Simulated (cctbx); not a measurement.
# Diagnosing a refinement

Cell a = 6.9810 Å, b = 4.2630 Å, c = 16.1650 Å, α = 90.00°, β = 90.00°, γ = 90.00°; space group Pnma (no. 62).

Simulated single-crystal data (cctbx): Cu Kα, λ = 1.54184 Å, to d = 0.8 Å, 50 % of the full sphere, strongest reflection 5000 counts, noise from counting, a 6 % proportional error and a noise floor of 15 counts (s.d.); no absorption, and some extinction, which the refinements don't model.

An isotropic refinement with weights 1/σ² prints:

```text
Rint 0.074, 543 unique reflections to 0.80 A
cycle     R1     wR2    GooF  max shift (A)
   1  0.4616  0.7522  10.373   0.85321
  10  0.0306  0.0666   0.918   0.00645
final R1 0.0304 wR2 0.0662 GooF 0.914  parameters 18  data/parameter 30.2
atom        x        y        z      Ueq    occ   su(xyz)  su(Uiso or U11)
Yb1    0.83849  0.75000  0.94060   0.0031  1.000  0.00012  0.0002
Yb2    0.98736  0.75000  0.72006   0.0038  1.000  0.00012  0.0002
Ge1    0.72218  0.75000  0.31145   0.0039  1.000  0.00025  0.0004
Ge2    0.77037  0.75000  0.56615   0.0048  1.000  0.00025  0.0004
Fe1    0.84716  0.75000  0.15242   0.0050  1.000  0.00037  0.0005
Li1    0.98454  0.75000  0.43504   0.0138  1.000  0.00447  0.0061
difference map: max 3.06 min -2.91 rms 0.74
Q1    0.1170  0.7500  0.4255    4    3.16  0.94 A from Li1
Q2    0.2456  0.2500  0.9949    4    2.83  1.20 A from Yb1
Q3    0.1102  0.2500  0.4786    4    2.78  1.10 A from Ge2
Q4    0.0371  0.2500  0.5877    4    2.71  0.40 A from Li1
Q5    0.1181  0.2500  0.3637    4    2.64  1.38 A from Ge2
Q6    0.1358  0.7500  0.3227    4    2.50  1.53 A from Fe1
```

**Question.** Can this result stand? If not, what is the likely fault?

It can stand. The set-up had a fault (start far from the minimum), but the refinement still reached the right minimum: R1 = 0.0304, wR2 = 0.0662, GooF = 0.91 against R1 = 0.0304, wR2 = 0.0662, GooF = 0.91 for the right model. The fit had not settled when the cycles ran out.

The compound is LiYb2FeGe2. The right model at the same level gives:

```text
Rint 0.074, 543 unique reflections to 0.80 A
cycle     R1     wR2    GooF  max shift (A)
   1  0.2235  0.4493   6.196   0.08757
   3  0.0304  0.0662   0.914   0.00000
final R1 0.0304 wR2 0.0662 GooF 0.914  parameters 18  data/parameter 30.2
atom        x        y        z      Ueq    occ   su(xyz)  su(Uiso or U11)
Yb1    0.83849  0.75000  0.94060   0.0031  1.000  0.00012  0.0002
Yb2    0.98736  0.75000  0.72006   0.0038  1.000  0.00012  0.0002
Ge1    0.72217  0.75000  0.31145   0.0039  1.000  0.00025  0.0004
Ge2    0.77037  0.75000  0.56614   0.0048  1.000  0.00025  0.0004
Fe1    0.84716  0.75000  0.15242   0.0050  1.000  0.00037  0.0005
Li1    0.98443  0.75000  0.43503   0.0131  1.000  0.00441  0.0060
difference map: max 3.06 min -2.91 rms 0.74
Q1    0.1169  0.7500  0.4255    4    3.16  0.94 A from Li1
Q2    0.2455  0.2500  0.9949    4    2.83  1.20 A from Yb1
Q3    0.1102  0.2500  0.4786    4    2.79  1.10 A from Ge2
Q4    0.0372  0.2500  0.5880    4    2.68  0.40 A from Li1
Q5    0.1181  0.2500  0.3637    4    2.64  1.38 A from Ge2
Q6    0.1358  0.7500  0.3227    4    2.50  1.53 A from Fe1
```

The model was made for the exercise: a known structure type with other elements put in, its volume estimated, not relaxed; displacement parameters are assumed.

[Middle refinement cycles are left out of these outputs.]

[Logs are printed without paths, hosts, clocks, repeated set-up lines and the standing remarks that a program may print on its own settings, such as how far it seeks lower states.]
